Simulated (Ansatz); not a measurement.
## CdCu2Si2, from a guessed structure to a relaxed one

This structure for CdCu2Si2 is made up. Its elements were placed in a known structure type with a cell scaled to their sizes. What cell does the guess relax to, and how far off was it?

Calculated with Ansatz 0.2.0; DFT, PBEsol, plane-wave PAW, default files, scalar-relativistic, ferromagnetic start, cell and ions relaxed at zero pressure.

**1. The structure**

The structure is tetragonal, space group I4/mmm (No. 139). The conventional cell has a = 3.794 Å, b = 3.794 Å, c = 8.896 Å, α = 90.00°, β = 90.00°, γ = 90.00°. Cd has 8 Cu at 2.92 Å and 10 Si at 2.95 to 3.23 Å nearest. Cu has 4 Si at 2.15 Å and 4 Cu at 2.68 Å and 4 Cd at 2.92 Å nearest. Si has 4 Cu at 2.15 Å and 1 Si at 2.44 Å and 5 Cd at 2.95 to 3.23 Å nearest. Farther neighbours are not listed.

**2. Relaxation of the guess**

The guess takes its coordinates from another compound and its volume from a rule, so the cell and any free coordinates are relaxed together.

Input file input.yaml:

```yaml
crystal:
  lattice:
    - [-1.897, 1.897, 4.448]
    - [1.897, -1.897, 4.448]
    - [1.897, 1.897, -4.448]
  atoms:
    - { symbol: Cd, position: [0.0, 0.0, 0.0] }
    - { symbol: Cu, position: [0.25, 0.75, 0.5], spin: 0.6 }
    - { symbol: Cu, position: [0.75, 0.25, 0.5], spin: 0.6 }
    - { symbol: Si, position: [0.637, 0.637, 0.0] }
    - { symbol: Si, position: [0.363, 0.363, 0.0] }
magnetization:
  spin_polarized: true
kpoints:
  mp_grid: { grid: [10, 10, 10] }
scf:
  occupations: { method: fermi_dirac, width: 0.05 }
hamiltonian:
  xc: pbesol
  pseudopotentials: { kind: paw }
relax:
  f_tol: 0.015
  max_steps: 70
  cell: {}
output:
  forces: true
  stress: true
```

The run is started by

```sh
$ ansatz run input.yaml --threads 4 --pin off --max-ram 8192MiB --backend cpu --events-out ev --progress --plain --runs-dir out
```

Numbers of over 12 decimals in the logs are rounded to 6 here.

Output:

```text
Engine: ansatz 0.2.0, aarch64-unknown-linux-gnu
Pseudopotentials: kind: paw
Pseudopotential: Cd, paw, valence charge 20, recommended cutoff 420 eV (normal), Cd.paw.azcp
Pseudopotential: Cu, paw, valence charge 19, recommended cutoff 420 eV (normal), Cu.paw.azcp
Pseudopotential: Si, paw, valence charge 4, recommended cutoff 420 eV (normal), Si.paw.azcp
Functional definition: PBEsol
  exchange = pbesol_x
  correlation = pbesol_c
Crystal: 5 atoms, lattice volume = 64.026 Å³
Basis set: ecut = 420 eV, 1267 PW (Γ), exchange–correlation on 72×72×72 points (8 copies of the dense FFT grid, shifted against one another)
Bands: 41, of which v1, the nominal top of the filled ones, is band 33 counted from 1 (32 counted from 0)
Symmetry: 16 space group operations
Space group: I4/mmm (ITA 139), of the structure as read, at distance tolerance 4.0e-5 Å
Magnetic group: BNS 139.531 (UNI 1191), of the structure as read, at distance tolerance 4.0e-5 Å
k-points: 102 of 1000
Non-local potential: Cd, projectors of the file, l = 0: 3, l = 1: 2, l = 2: 2, l = 3: 1
Non-local potential: Cu, projectors of the file, l = 0: 3, l = 1: 2, l = 2: 3, l = 3: 1
Non-local potential: Si, projectors of the file, l = 0: 2, l = 1: 2, l = 2: 2
PAW form: soft (Blöchl's): semilocal exchange-correlation on the pseudo side does not see the compensation charge
PAW frozen core: Cd, regenerated for the run's functional, and the local potential with it (the file was generated under x = pbe(κ = 0.804, μ = 0.219515), c = pbe(β = 0.066725))
PAW frozen core: Cu, regenerated for the run's functional, and the local potential with it (the file was generated under x = pbe(κ = 0.804, μ = 0.219515), c = pbe(β = 0.066725))
PAW frozen core: Si, regenerated for the run's functional, and the local potential with it (the file was generated under x = pbe(κ = 0.804, μ = 0.219515), c = pbe(β = 0.066725))
PAW one-centre angular grid: Cd, 590 points (default); XC on 64 Gauss nodes
PAW one-centre angular grid: Cu, 590 points (default); XC on 64 Gauss nodes
PAW one-centre angular grid: Si, 110 points (default); XC on 64 Gauss nodes
Initial density: superposition of atomic densities (chi_scale 0.1, normalization cell)
Starting moments: Σ|m| = 1.2 μB on 2 of 5 sites
Initial wavefunctions: pseudopotential atomic-orbital guess
Functional: x = pbesol(κ = 0.804, μ = 0.123457), c = pbesol(β = 0.046)
SCF iter   1: F=—  HF=-22607.512638 eV  |F-HF|=—  |Δ(HF+E_count)|=         —  Δρ=1.79e-1 (↑1.79e-1 ↓1.09e-1)  dr2=3.64e1  dr2_m=8.04e-1  M=0.257 μB ∫|m|=0.346 μB  β_m=0.30  ethr=3.10e-3  ⟨swp⟩=6.8  Hψ=32968  notcnv=0  defer=26
preconditioner: auto → Kerker (q_TF=auto, 2.742 Å⁻¹)  [metal: Δε(μ)=0.012 eV  Ē_g=9.781 eV  σ=0.050 eV  W_gap=0.06  n_scr=30 (ndim 8)  ℏωp=30.1 eV  f_vac=0.000  D(μ)=1.78/eV (n_scr^D=10)]
spin=Collinear: Kerker preconditioning applied to the charge; magnetization (m = ρ↑ − ρ↓) channel mixes plain (no charge-response kernel on spin).
SCF iter   2: F=—  HF=-22603.510141 eV  |F-HF|=—  |Δ(HF+E_count)|=    4.00e0  Δρ=5.34e-2 (↑3.18e-2 ↓5.34e-2)  dr2=1.89e0  dr2_m=7.40e-1  M=0.080 μB ∫|m|=0.139 μB  β_m=0.30  ethr=3.10e-3  ⟨swp⟩=3.0  Hψ=21474  notcnv=0  defer=436
SCF iter   3: F=—  HF=-22602.635349 eV  |F-HF|=—  |Δ(HF+E_count)|=   8.75e-1  Δρ=4.78e-2 (↑4.78e-2 ↓1.88e-2)  dr2=1.88e0  dr2_m=3.85e-1  M=0.066 μB ∫|m|=0.128 μB  β_m=0.30  ethr=2.87e-3  ⟨swp⟩=2.1  Hψ=13918  notcnv=0  defer=443
SCF iter   4: F=—  HF=-22601.991423 eV  |F-HF|=—  |Δ(HF+E_count)|=   6.44e-1  Δρ=2.67e-2 (↑1.46e-2 ↓2.67e-2)  dr2=1.22e-1  dr2_m=2.26e-1  M=0.040 μB ∫|m|=0.090 μB  β_m=0.30  ethr=2.85e-3  ⟨swp⟩=2.2  Hψ=14087  notcnv=0  defer=456
SCF iter   5: F=—  HF=-22602.080647 eV  |F-HF|=—  |Δ(HF+E_count)|=   8.92e-2  Δρ=2.89e-2 (↑3.68e-3 ↓2.89e-2)  dr2=3.63e-1  dr2_m=1.28e-1  M=0.025 μB ∫|m|=0.066 μB  β_m=0.30  ethr=1.85e-4  ⟨swp⟩=2.8  Hψ=17330  notcnv=0  defer=459
SCF iter   6: F=—  HF=-22602.065179 eV  |F-HF|=—  |Δ(HF+E_count)|=   1.55e-2  Δρ=1.77e-2 (↑4.55e-3 ↓1.77e-2)  dr2=1.09e-1  dr2_m=7.00e-2  M=0.018 μB ∫|m|=0.052 μB  β_m=0.30  ethr=1.85e-4  ⟨swp⟩=2.0  Hψ=11921  notcnv=0  defer=459
Mixer restart at iter 6: flushing history
spin-set hold released at iteration 6 (site moments contracting): the magnetisation degrees of freedom join the quasi-Newton model from the next iteration; the mixer history was flushed
SCF iter   7: F=—  HF=-22602.053367 eV  |F-HF|=—  |Δ(HF+E_count)|=   1.18e-2  Δρ=1.01e-2 (↑6.37e-3 ↓1.01e-2)  dr2=1.97e-2  dr2_m=3.85e-2  M=0.014 μB ∫|m|=0.040 μB  β_m=0.55  ethr=1.65e-4  ⟨swp⟩=2.0  Hψ=9802  notcnv=0  defer=459
SCF iter   8: F=—  HF=-22602.058358 eV  |F-HF|=—  |Δ(HF+E_count)|=   4.99e-3  Δρ=7.70e-3 (↑2.64e-3 ↓7.70e-3)  dr2=4.94e-2  dr2_m=3.89e-3  M=0.004 μB ∫|m|=0.015 μB  β_m=0.46  ethr=2.98e-5  ⟨swp⟩=2.0  Hψ=16990  notcnv=0  defer=464
SCF iter   9: F=—  HF=-22602.047383 eV  |F-HF|=—  |Δ(HF+E_count)|=   1.10e-2  Δρ=1.90e-3 (↑1.90e-3 ↓9.40e-4)  dr2=2.35e-3  dr2_m=1.45e-4  M=0.000 μB ∫|m|=0.005 μB  β_m=0.73  ethr=2.98e-5  ⟨swp⟩=2.0  Hψ=15006  notcnv=0  defer=464
SCF iter  10: F=—  HF=-22602.047950 eV  |F-HF|=—  |Δ(HF+E_count)|=   5.67e-4  Δρ=1.53e-4 (↑1.49e-4 ↓1.53e-4)  dr2=1.99e-5  dr2_m=7.39e-6  M=0.000 μB ∫|m|=0.001 μB  β_m=0.74  ethr=3.56e-6  ⟨swp⟩=2.0  Hψ=11557  notcnv=0  defer=464
SCF iter  11: F=—  HF=-22602.047992 eV  |F-HF|=—  |Δ(HF+E_count)|=   4.18e-5  Δρ=1.07e-4 (↑6.92e-5 ↓1.07e-4)  dr2=1.57e-5  dr2_m=2.75e-7  M=-0.000 μB ∫|m|=0.000 μB  β_m=0.87  ethr=3.01e-8  ⟨swp⟩=2.0  Hψ=12779  notcnv=0  defer=464
SCF iter  12: F=—  HF=-22602.047999 eV  |F-HF|=—  |Δ(HF+E_count)|=   7.15e-6  Δρ=3.74e-5 (↑3.70e-5 ↓3.74e-5)  dr2=4.50e-6  dr2_m=4.23e-9  M=-0.000 μB ∫|m|=0.000 μB  β_m=0.93  ethr=2.38e-8  ⟨swp⟩=2.0  Hψ=10301  notcnv=0  defer=464
SCF iter  13: F=—  HF=-22602.047998 eV  |F-HF|=—  |Δ(HF+E_count)|=   9.54e-7  Δρ=8.01e-6 (↑7.91e-6 ↓8.01e-6)  dr2=2.64e-7  dr2_m=2.95e-9  M=-0.000 μB ∫|m|=0.000 μB  β_m=0.89  ethr=6.82e-9  ⟨swp⟩=2.6  Hψ=12311  notcnv=0  defer=464
SCF iter  14: F=—  HF=-22602.047998 eV  |F-HF|=—  |Δ(HF+E_count)|=   4.07e-8  Δρ=1.46e-6 (↑1.46e-6 ↓1.43e-6)  dr2=5.49e-9  dr2_m=4.90e-10  M=0.000 μB ∫|m|=0.000 μB  β_m=0.94  ethr=1.52e-10  ⟨swp⟩=4.0  Hψ=25571  notcnv=0
SCF iter  15: F=-22602.047998 eV  HF=-22602.047998 eV  |F-HF|=1.67e-10  |Δ(HF+E_count)|=  8.00e-10  Δρ=3.08e-7 (↑3.08e-7 ↓2.95e-7)  dr2=3.27e-10  dr2_m=2.21e-12  M=-0.000 μB ∫|m|=0.000 μB  ethr=8.31e-12  ⟨swp⟩=3.0  Hψ=17772  notcnv=0
[...]
relax step   5: F+E_penalty+E_count = -22603.97849616 eV  Δ(F+E_penalty+E_count) = -4.968e-4 eV  max|allowed force component| = 2.145e-2 eV/Å  Δτ_max = 0.0005 Å  P = -0.255 GPa  Ω = 76.267 Å³  energy of the carried Pulay correction = -4.928e-3 eV  (6 SCF iters, dr2 threshold 2.79e-7 eV, accepted)
relax step   6: F+E_penalty+E_count = -22603.97882232 eV  Δ(F+E_penalty+E_count) = -3.262e-4 eV  max|allowed force component| = 3.960e-3 eV/Å  Δτ_max = 0.0025 Å  P = +0.063 GPa  Ω = 76.019 Å³  energy of the carried Pulay correction = -4.837e-3 eV  (6 SCF iters, dr2 threshold 1.79e-7 eV, accepted)
relax step   7: F+E_penalty+E_count = -22603.97881630 eV  Δ(F+E_penalty+E_count) = +6.018e-6 eV  max|allowed force component| = 3.904e-4 eV/Å  Δτ_max = 0.0001 Å  P = -0.002 GPa  Ω = 76.059 Å³  energy of the carried Pulay correction = -4.851e-3 eV  (6 SCF iters, dr2 threshold 1.82e-8 eV, accepted)
relax step   8: F+E_penalty+E_count = -22604.00015643 eV  Δ(F+E_penalty+E_count) = -2.134e-2 eV  max|allowed force component| = 4.251e-3 eV/Å  Δτ_max = 0.0000 Å  P = +0.530 GPa  Ω = 76.059 Å³  stress off target by 1.19e0 GPa  SCF on the basis re-selected at this cell (its energy is not comparable with the rows above)  (9 SCF iters)
relax step   9: F+E_penalty+E_count = -22604.00327682 eV  Δ(F+E_penalty+E_count) = -3.120e-3 eV  max|allowed force component| = 1.595e-4 eV/Å  Δτ_max = 0.0054 Å  P = +0.118 GPa  Ω = 76.206 Å³  energy of the carried Pulay correction = -6.187e-5 eV  (7 SCF iters, dr2 threshold 5.00e-7 eV, accepted)
relax step  10: F+E_penalty+E_count = -22604.00369642 eV  Δ(F+E_penalty+E_count) = -4.196e-4 eV  max|allowed force component| = 3.141e-3 eV/Å  Δτ_max = 0.0033 Å  P = +0.002 GPa  Ω = 76.206 Å³  energy of the carried Pulay correction = -6.529e-5 eV  (5 SCF iters, dr2 threshold 3.04e-7 eV, accepted)
iter 1 solved again at ethr=3.55e-7 eV; its pass at ethr=3.10e-3 eV (dr2=2.34e-4 eV) is discarded
SCF iter   1: F=—  HF=-22604.003754 eV  |F-HF|=—  |Δ(HF+E_count)|=         —  Δρ=1.49e-4 (↑1.49e-4 ↓1.49e-4)  dr2=1.64e-6  dr2_m=3.07e-11  M=-0.000 μB ∫|m|=0.000 μB  β_m=0.30  ethr=3.55e-7  ⟨swp⟩=3.0  Hψ=52392  notcnv=0
preconditioner: auto → Kerker (q_TF=auto, 2.664 Å⁻¹)  [metal: Δε(μ)=0.014 eV  Ē_g=9.620 eV  σ=0.050 eV  W_gap=0.07  n_scr=32 (ndim 8)  ℏωp=27.6 eV  f_vac=0.000  D(μ)=2.21/eV (n_scr^D=10)]
spin=Collinear: Kerker preconditioning applied to the charge; magnetization (m = ρ↑ − ρ↓) channel mixes plain (no charge-response kernel on spin).
SCF iter   2: F=—  HF=-22604.003765 eV  |F-HF|=—  |Δ(HF+E_count)|=   1.07e-5  Δρ=1.05e-4 (↑1.05e-4 ↓1.05e-4)  dr2=8.06e-7  dr2_m=1.70e-11  M=-0.000 μB ∫|m|=0.000 μB  β_m=0.64  ethr=2.49e-9  ⟨swp⟩=1.1  Hψ=8526  notcnv=0
SCF iter   3: F=—  HF=-22604.003781 eV  |F-HF|=—  |Δ(HF+E_count)|=   1.61e-5  Δρ=1.27e-5 (↑1.27e-5 ↓1.27e-5)  dr2=2.78e-7  dr2_m=3.60e-13  M=-0.000 μB ∫|m|=0.000 μB  β_m=0.48  ethr=1.22e-9  ⟨swp⟩=2.0  Hψ=10599  notcnv=0
SCF iter   4: F=—  HF=-22604.003781 eV  |F-HF|=—  |Δ(HF+E_count)|=   2.19e-8  Δρ=2.80e-6 (↑2.80e-6 ↓2.78e-6)  dr2=1.58e-8  dr2_m=1.55e-13  M=-0.000 μB ∫|m|=0.000 μB  β_m=0.74  ethr=4.21e-10  ⟨swp⟩=2.0  Hψ=11042  notcnv=0
SCF iter   5: F=—  HF=-22604.003781 eV  |F-HF|=—  |Δ(HF+E_count)|=   1.64e-9  Δρ=5.81e-7 (↑5.81e-7 ↓5.81e-7)  dr2=1.32e-9  dr2_m=9.55e-15  M=-0.000 μB ∫|m|=0.000 μB  β_m=0.87  ethr=2.39e-11  ⟨swp⟩=2.1  Hψ=10720  notcnv=0
SCF iter   6: F=—  HF=-22604.003781 eV  |F-HF|=—  |Δ(HF+E_count)|=   4.24e-7  Δρ=5.06e-7 (↑5.05e-7 ↓5.06e-7)  dr2=6.70e-10  dr2_m=1.25e-16  M=-0.000 μB ∫|m|=0.000 μB  β_m=0.93  ethr=2.00e-12  ⟨swp⟩=2.0  Hψ=12523  notcnv=0
SCF iter   7: F=—  HF=-22604.003781 eV  |F-HF|=—  |Δ(HF+E_count)|=  6.55e-11  Δρ=2.33e-7 (↑2.33e-7 ↓2.33e-7)  dr2=1.32e-10  dr2_m=2.72e-18  M=-0.000 μB ∫|m|=0.000 μB  β_m=0.82  ethr=1.01e-12  ⟨swp⟩=1.2  Hψ=8420  notcnv=0
SCF iter   8: F=-22604.003781 eV  HF=-22604.003781 eV  |F-HF|=3.64e-12  |Δ(HF+E_count)|=  3.64e-11  Δρ=3.28e-8 (↑3.25e-8 ↓3.28e-8)  dr2=1.13e-12  dr2_m=2.23e-17  M=0.000 μB ∫|m|=0.000 μB  ethr=1.00e-12  ⟨swp⟩=4.0  Hψ=24676  notcnv=0
the starting moments were not kept: the SCF closed with an absolute magnetisation of 3.1e-9 μB, where they sum to 1.2 μB in size (2 sites). That is at most 0.1 of that sum. Measured as dr2_m measures the in/out step, that magnetisation stands 2.8e-18 eV from none, at or under the dr2_threshold of 5.0e-11 eV: it is no larger than a step whose dr2_m would equal this threshold.
SCF 11 converged in 8 iterations: F = -22604.003781 eV  dr2 = 1.13e-12
relax step  11: F+E_penalty+E_count = -22604.00378122 eV  Δ(F+E_penalty+E_count) = -8.479e-5 eV  max|allowed force component| = 2.968e-3 eV/Å  Δτ_max = 0.0000 Å  P = +0.002 GPa  Ω = 76.206 Å³  stress off target by 5.46e-3 GPa  SCF on the basis re-selected at this cell (its energy is not comparable with the rows above)  (8 SCF iters)
basis re-selected at this cell: Δ(F+E_penalty+E_count) = -8.479e-5 eV, ΔP = +0.000 GPa vs the last step (what re-selecting the basis moved, of the pressure what is left beyond the Pulay correction that the steps carried, after the strain that the cell walked since its last selection, with what the two solves' SCF thresholds leave and, on support functions, any second-order correction that the steps lacked; it is no m [...]
SCF converged after 8 iterations
Magnetization: 0.0000 μB (33.0000 up, 33.0000 down)
Absolute magnetization: 0.0000 μB (∫|ρ↑−ρ↓|, with the PAW one-centre terms)
Spin contamination: 0.0000 ħ² per cell (⟨S²⟩ above its minimum at these occupations)
Per-site moments (μB) at R_I (Å): [(1.0768275214985392e-10, 1.226066), (4.1485852273647247e-10, 0.981426), (4.1485843899636556e-10, 0.981426), (2.4075651450857266e-10, 0.956626), (2.4075652327628023e-10, 0.956626)]
Free energy (F): -22604.003781 eV
Harris-Foulkes:  -22604.003781 eV  (|F-HF|=3.64e-12)
Internal energy: -22603.985809 eV  (E = F + TS)
E sigma→0 (E₀):  -22603.994795 eV
Entropy (-TS):   -0.017972 eV (-3.594 meV/atom)
Fermi energy:    13.083821 eV
--- Per-component energies (eV) ---
  E_band       = -1240.906625
  E_kinetic    = 1187.771731
  E_local      = -13649.736851  (includes V_loc(G=0)·N_el)
  E_nonlocal   = 866.836761
  E_hartree    = 6169.524537
  E_xc         = -465.151042
  E_vxc        = -548.469575  (∫ρ·V_xc dr)
  E_paw        = -8260.261519  (= ΣΔE_a)
  E_vpaw       = -1436.358142  (= ΣTr[D̂ρ^β])
  E_aug_tail   = 0.000518  (compensation charges beyond the density's cutoff)
  E_ewald      = -8453.787431
  E_core_change = 0.817485  (= ΣΔE_core)
  E_smearing   = -0.017972  (= −TS)
  E_closure    = 0.000000  (closes the sum)
  Σ components = -22604.003781   (vs F -22604.003781, Δ=0.00e0)
--- Forces (eV/Å), atoms counted from 1 ---
  atom   1  Cd    -0.00000000     0.00000000     0.00000000
  atom   2  Cu     0.00000000    -0.00000000     0.00000000
  atom   3  Cu     0.00000000    -0.00000000     0.00000000
  atom   4  Si     0.00000000     0.00000000     0.00296782
  atom   5  Si     0.00000000     0.00000000    -0.00296782
  max |Σ_I F_I| component: 1.73e-17 eV/Å
--- Stress (GPa, compression-positive) ---
        0.000691      -0.000000      -0.000000
       -0.000000       0.000691       0.000000
        0.000000      -0.000000       0.005462
  P = ⅓ Tr σ = 0.0023 GPa (0.023 kbar)
--- Relaxed structure (9 steps of the walk, 9 accepted, 2 SCFs on fresh bases) ---
  F+E_penalty+E_count = -22604.00378122 eV   max|allowed force component| = 2.968e-3 eV/Å   (the final SCF, on the basis selected at the relaxed cell)
  cell:  # Å, volume = 76.2064 Å³
    - [-1.935188, 1.935188, 5.087276]
    - [1.935188, -1.935188, 5.087276]
    - [1.935188, 1.935188, -5.087276]
  atoms:
    - { symbol: Cd, position: [-9.347831230849627e-19, -9.347831230849635e-19, 0] }
    - { symbol: Cu, position: [0.250000, 0.75, 0.5] }
    - { symbol: Cu, position: [0.75, 0.250000, 0.5] }
    - { symbol: Si, position: [0.613965, 0.613965, 0] }
    - { symbol: Si, position: [0.386035, 0.386035, 0] }
```

Run time: 1.7 min. Hardware: 4 threads of Arm Neoverse V1, shared host; peak memory 0.76 GiB.

Relaxation path:

```tsv
step	energy less that of the first step (eV)	largest force component (eV/Å)	pressure (GPa)	volume (Å³)
1	0.0000	4.3467	36.90	64.03
2	-1.4510	2.3090	12.35	71.22
3	-1.9087	0.3161	2.24	75.12
4	-1.9300	0.0521	-0.07	76.21
5	-1.9305	0.0214	-0.25	76.27
6	-1.9308	0.0040	0.06	76.02
7	-1.9308	0.0004	0.00	76.06
8*	-1.9522	0.0043	0.53	76.06
9	-1.9553	0.0002	0.12	76.21
10	-1.9557	0.0031	0.00	76.21
11*	-1.9558	0.0030	0.00	76.21
```

Relaxation steps marked * repeat the geometry before them on a plane-wave basis chosen anew for their cell, so energy and pressure can jump there.

The run keeps the 16 symmetry operations that it works with, so distortions that break them were not tested.

```tsv
cell as run	before	after	change
a (Å)	5.194	5.777	+11.2 %
b (Å)	5.194	5.777	+11.2 %
c (Å)	5.194	5.777	+11.2 %
α (°)	137.16	140.86	+2.7 %
β (°)	137.16	140.86	+2.7 %
γ (°)	62.19	56.56	-9.1 %
volume (Å³/atom)	12.81	15.24	+19.0 %
```

The atoms that moved most (Å, as changes of fractional coordinates times the final cell):

```tsv
atom	dx	dy	dz	length
Si5	0.000	0.000	0.234	0.234
Si4	0.000	0.000	-0.234	0.234
```

The relaxed structure:

```xyz
5
Lattice="-1.9352 1.9352 5.0873 1.9352 -1.9352 5.0873 1.9352 1.9352 -5.0873" Properties=species:S:1:pos:R:3 pbc="T T T"
Cd    0.0000    0.0000    0.0000
Cu    1.9352    0.0000    2.5436
Cu    0.0000    1.9352    2.5436
Si    0.0000    0.0000    6.2468
Si    0.0000    0.0000    3.9277
```

Numbers from this step:

```
free energy             : -22604.0038 eV
energy at zero smearing : -22603.9948 eV
smearing term TS        : 0.01797 eV
Fermi energy            : 13.08 eV
electrons               : 66
symmetry operations     : 16
pressure                : 0.002282 GPa
```

The shortest distance of each pair, which need not be the same contact before and after:

```tsv
pair	guess (Å)	relaxed (Å)
Si–Si	2.438	2.319
Cu–Si	2.147	2.379
Cu–Cu	2.683	2.737
Cd–Si	2.947	2.972
Cd–Cu	2.923	3.196
```

The relaxation ends with a largest force component of 0.0030 eV/Å and a pressure of 0.00 GPa. No moment survives the cycle: this start ends non-magnetic.

**3. Results**

```yaml
space_group_relaxed: I4/mmm
conventional_cell: a = 3.870, b = 3.870, c = 10.175 Å; α = 90.0°, β = 90.0°, γ = 90.0°
volume_per_atom: 15.24 Å³ (guess 12.81)
total_moment: 0.00 μB in the cell of 5 atoms
```

What this shows: CdCu2Si2 relaxes to I4/mmm with a = 3.870, b = 3.870 and c = 10.175 Å. The guessed volume was 16 % too small. The space group I4/mmm was held in the relaxation, so the end point is a stationary structure within it and may be a saddle against distortions or other arrangements. The moments died out from this one start and weren't seeded again at the relaxed cell. Mesh and cutoff weren't tested. A vector of the cell changed its length by 11 %, more than the volume shows. No dispersion term is used, so weakly bound directions may come out too long. Nothing here tests whether the compound is stable against decomposition.

[Logs are printed without paths, hosts, clocks, repeated set-up lines and the standing remarks that a program may print on its own settings, such as how far it seeks lower states.]

[Hosts, paths, dates, database ids (printed as entryN), source tags and the programs' standing remarks are cut or masked in the printed files.]
